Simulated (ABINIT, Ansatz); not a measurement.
# Quasiparticle gap of TiO2 (Rutile) in ABINIT, part 3 of 3

How does a plane-wave GW calculation on TiO2 (Rutile) run from the first input to the gap?

ABINIT 10.8.3; PBE and many-body steps on it, plane waves. Known limits of the many-body steps: not at the basis limit; coarse k mesh.

So far. Step 4 (Empty states on the mesh, 4×4×4 mesh, 199 bands): On this mesh the gap is 1.917 eV. Step 5 (Screening, 4×4×4 mesh, 191 bands, screening to 174.2 eV): Local fields lower ε∞ by 5 %. On a Γ-centred mesh this coarse the value itself is usually too large, while a short band sum pulls it down.

## 6. Self-energy, 4×4×4 mesh, 191 bands, screening to 174.2 eV

The self-energy is evaluated for the states that the input lists, and the levels follow from it, in one-shot runs by the linearised quasiparticle equation.

This step: G0W0 on PBE, plane waves, norm-conserving pseudopotentials.

run.abi reads:

```
acell 3*1.0 Angstrom
rprim 
  4.592200000000 0.000000000000 0.000000000000
  0.000000000000 4.592200000000 0.000000000000
  0.000000000000 0.000000000000 2.957400000000
ntypat 2
znucl 22 8
natom 6
typat 1 1 2 2 2 2
xred 
  0.000000000000 0.000000000000 0.000000000000
  0.500000000000 0.500000000000 0.500000000000
  0.304960000000 0.304960000000 0.000000000000
  0.195040000000 0.804960000000 0.500000000000
  0.695040000000 0.695040000000 0.000000000000
  0.804960000000 0.195040000000 0.500000000000
pp_dirpath "pseudos"
pseudos "Ti.upf, O.upf"
ecut 38
ngkpt 4 4 4
nshiftk 1
shiftk 0 0 0
kptopt 1
chksymbreak 0
istwfk *1
occopt 1
irdwfk 1
optdriver 4
nband 191
gwcalctyp 0
ecutsigx 38
symsigma 1
nkptgw 1
kptgw 
  0.0000000000 0.0000000000 0.0000000000
bdgw 
  22 26
ecuteps 6.4
irdscr 1
ppmodel 1
indata_prefix "in"
outdata_prefix "out"
tmpdata_prefix "tmp"
```

The run is started by

```
$ OMP_NUM_THREADS=1 mpirun -n 8 abinit run.abi > log
```

Numbers of over 12 decimals in the logs are rounded to 6 here.

Output:

```text
.Version 10.8.3 of ABINIT. v10.8.2 released Aug 2026.

 Symmetries : space group P4_2/m n m (#136); Bravais tP (primitive tetrag.)
[... echo of the input left out ...]
== DATASET  1 ==================================================================
-   mpi_nproc: 8, omp_nthreads: 1 (-1 if OMP is not activated)

--- !DatasetInfo
iteration_state: {dtset: 1, }
dimensions: {natom: 6, nkpt: 18, mband: 191, nsppol: 1, nspinor: 1, nspden: 1, mpw: 4748, }
cutoff_energies: {ecut:  38.0, pawecutdg:  -1.0, }
electrons: {nelect:   4.80000000E+01, charge:   0.00000000E+00, occopt:   1.00000000E+00, tsmear:   1.00000000E-02, }

 SIGMA: Calculation of the GW corrections

 Based on a program developped by R.W. Godby, V. Olevano, G. Onida, and L. Reining.
 Incorporated in ABINIT by V. Olevano, G.-M. Rignanese, and M. Torrent.
.Using double precision arithmetic ; gwpc =  8

[... cell and pseudopotentials left out ...]
--------------------------------------------------------------------------------

 ==== K-mesh for the wavefunctions ====
 Number of points in the irreducible wedge :    18
[... list of points left out ...]
 Together with 16 symmetry operations and time-reversal symmetry
 yields    64 points in the full Brillouin Zone.

 ==== Q-mesh for screening function ====
 Number of points in the irreducible wedge :    18
[... list of points left out ...]
 Together with 16 symmetry operations and time-reversal symmetry
 yields    64 points in the full Brillouin Zone.

 vcoul_init : cutoff-mode = AUXILIARY_FUNCTION
 q-points for optical limit:   1
     1)      0.000010    0.000020    0.000030
 setmesh: FFT mesh size selected  =    50x   50x   32
          total number of points  =        80000

 Number of electrons calculated from density =   48.0000; Expected =   48.0000
 average of density, n =  0.114049
 r_s =    1.2792
 omega_plasma =   32.5763 [eV]

 === KS Band Gaps ===
  >>>> For spin  1
   Minimum direct gap =   1.9166 [eV], located at k-point      :   0.0000  0.0000  0.0000
   Fundamental gap    =   1.9166 [eV], Top of valence bands at :   0.0000  0.0000  0.0000
                                       Bottom of conduction at :   0.0000  0.0000  0.0000
 SIGMA fundamental parameters:
 PLASMON POLE MODEL  1
 number of plane-waves for SigmaX                 4679
 number of plane-waves for SigmaC and W            315
 number of plane-waves for wavefunctions          4679
 number of bands                                   191
 number of independent spin polarizations            1
 number of spinorial components                      1
 number of k-points in IBZ                          18
 number of q-points in IBZ                          18
 number of symmetry operations                      16
 number of k-points in BZ                           64
 number of q-points in BZ                           64
 number of frequencies for dSigma/dE                 9
 frequency step for dSigma/dE [eV]                0.25
 number of omega for Sigma on real axis              0
 max omega for Sigma on real axis  [eV]           0.00
 zcut for avoiding poles [eV]                     0.10

 EPSILON^-1 parameters (SCR file):
 dimension of the eps^-1 matrix on file            315
 dimension of the eps^-1 matrix used               315
 number of plane-waves for wavefunctions          4679
 number of bands                                   191
 number of q-points in IBZ                          18
 number of frequencies                               2
 number of real frequencies                          1
 number of imag frequencies                          1

 matrix elements of self-energy operator (all in [eV])

 Perturbative Calculation

--- !SelfEnergy_ee
iteration_state: {dtset: 1, }
kpoint     : [   0.000,    0.000,    0.000, ]
spin       : 1
KS_gap     :    1.917
QP_gap     :    3.343
Delta_QP_KS:    1.426
data: !SigmaeeData |
     Band     E0 <VxcDFT>   SigX SigC(E0)      Z dSigC/dE  Sig(E)    E-E0       E
       22   5.208 -20.672 -25.174   4.585   0.769  -0.300 -20.609   0.063   5.271
       23   5.208 -20.672 -25.174   4.585   0.769  -0.300 -20.609   0.063   5.271
       24   5.660 -20.448 -25.098   4.767   0.763  -0.311 -20.359   0.089   5.749
       25   7.576 -20.150 -12.063  -6.138   0.778  -0.286 -18.635   1.515   9.092
       26   7.879 -19.778 -12.069  -5.870   0.779  -0.284 -18.345   1.433   9.312

== END DATASET(S) ==============================================================
================================================================================

 -outvars: echo values of variables after computation  --------
           etotal      0.0000000000E+00
            nband         191
             nkpt          18
          spgroup         136
 [... the other variables as echoed above ...]

 Calculation completed.
```

It took 11 s on 8 MPI ranks of Arm Neoverse V2, shared host; peak memory 3 GiB; 89 s of CPU time.

Numbers from this step:

```yaml
g0w0_gap_on_the_points_computed: 3.343 eV
starting_gap_on_the_mesh: 1.917 eV
k_of_the_valence_top: 0, 0, 0
k_of_the_conduction_bottom: 0, 0, 0
z_at_the_valence_top: 0.763
z_at_the_conduction_bottom: 0.778
least_direct_g0w0_gap_on_the_computed_points: 3.343 eV
```

The gap on the mesh goes from 1.92 eV to 3.34 eV, a correction of +1.43 eV.

Limits: finite bands, cutoff and mesh; coarse k mesh. v1 is the top filled band, c1 the lowest empty one. The levels before and after the correction (eV, zero at the valence-band top of each column):

```csv
,conduction bottom,valence top
Kohn-Sham,1.92,0.00
G0W0,3.34,0.00
```

```csv
,level,energy (eV)
Kohn-Sham,Γ v3-v2,-0.452
Kohn-Sham,Γ v1,0.000
Kohn-Sham,Γ c1,1.917
Kohn-Sham,Γ c2,2.219
G0W0,Γ v3-v2,-0.478
G0W0,Γ v1,0.000
G0W0,Γ c1,3.343
G0W0,Γ c2,3.563
```

## 7. Where the time went

Times are wall times on 8 MPI ranks of Arm Neoverse V2, shared host, good to a factor of about two.

```csv
step,time,share,memory (GiB)
ground state,30 s,6 %,0.64
bands along the symmetry lines,42 s,8 %,0.66
empty states on the mesh,3.2 min,39 %,9.9
screening,3.7 min,45 %,4.4
self-energy,11 s,2 %,3.0
```

## 8. Results

* PBE gap: 1.92 eV, direct
* G0W0 gap on the mesh: 3.34 eV
* GW settings: 4×4×4 mesh, 191 bands, screening to 174.2 eV, Godby-Needs plasmon pole
* known limits: not at the basis limit; coarse k mesh

**Reading.** G0W0 moves the gap on the mesh from 1.92 eV to 3.34 eV (+1.43 eV), with Z of 0.76 and 0.78 at the edges. Local fields lower the RPA ε∞ on this mesh from 8.97 to 8.54; a Γ-centred mesh this coarse tends to raise both, most where the direct gap is narrow, while a short band sum lowers them. Only 1 of the mesh's irreducible points was corrected, so a valley elsewhere could overtake. Against experiment, by G0W0@PBE: the gap of 3.34 eV lies +0.31 eV from the measured 3.03 eV (kind not stated, quoted 2016); the gap of 3.34 eV lies +0.06 eV from the measured 3.28 eV (optical, 2023); the gap of 3.34 eV lies +0.25 eV from the measured 3.09 ± 0.06 eV (indirect, on SiO2 (quartz particles), 2024); the gap of 3.34 eV lies +0.29 eV from the measured 3.05 eV (kind not stated, quoted 2021). An exciton line or allowed optical edge lies below the quasiparticle gap by the binding energy; a forbidden edge can push the onset above it. The calculation has static nuclei and no excitons; a measured gap holds zero-point and thermal motion, which mostly lowers it. Bands and cutoff are finite, so the gap is not at the basis limit. The miss can reach some tenths of an eV and take either sign; the mesh is an error of its own. In the G0W0 run levels were corrected at 1 k point alone, so a gap called «on the mesh» is the least over those, and an edge elsewhere would be missed. The 4×4×4 mesh is coarse for this cell, which bears on the long-range parts of exchange and screening.

[Paths, hosts, dates, memory and timing lines, banners, echoed tables and standing remarks are left out of the program output.]

[Logs are printed without paths, hosts, clocks, repeated set-up lines and the standing remarks that a program may print on its own settings, such as how far it seeks lower states.]

[Runs of the session that timed out or met a known fault of the program may be left out.]

[Hosts, paths, dates, database ids (printed as entryN), source tags and the programs' standing remarks are cut or masked in the printed files.]

[G0W0 gaps are taken among the corrected bands and points alone; a level outside them can change the order at an edge.]

[Where Ansatz stands beside ABINIT at settings called matched, ABINIT's density can come from a denser mesh and the files from another edition; pairs whose starting gaps differed by over 0.03 eV were left out, so agreement reads better than it is.]
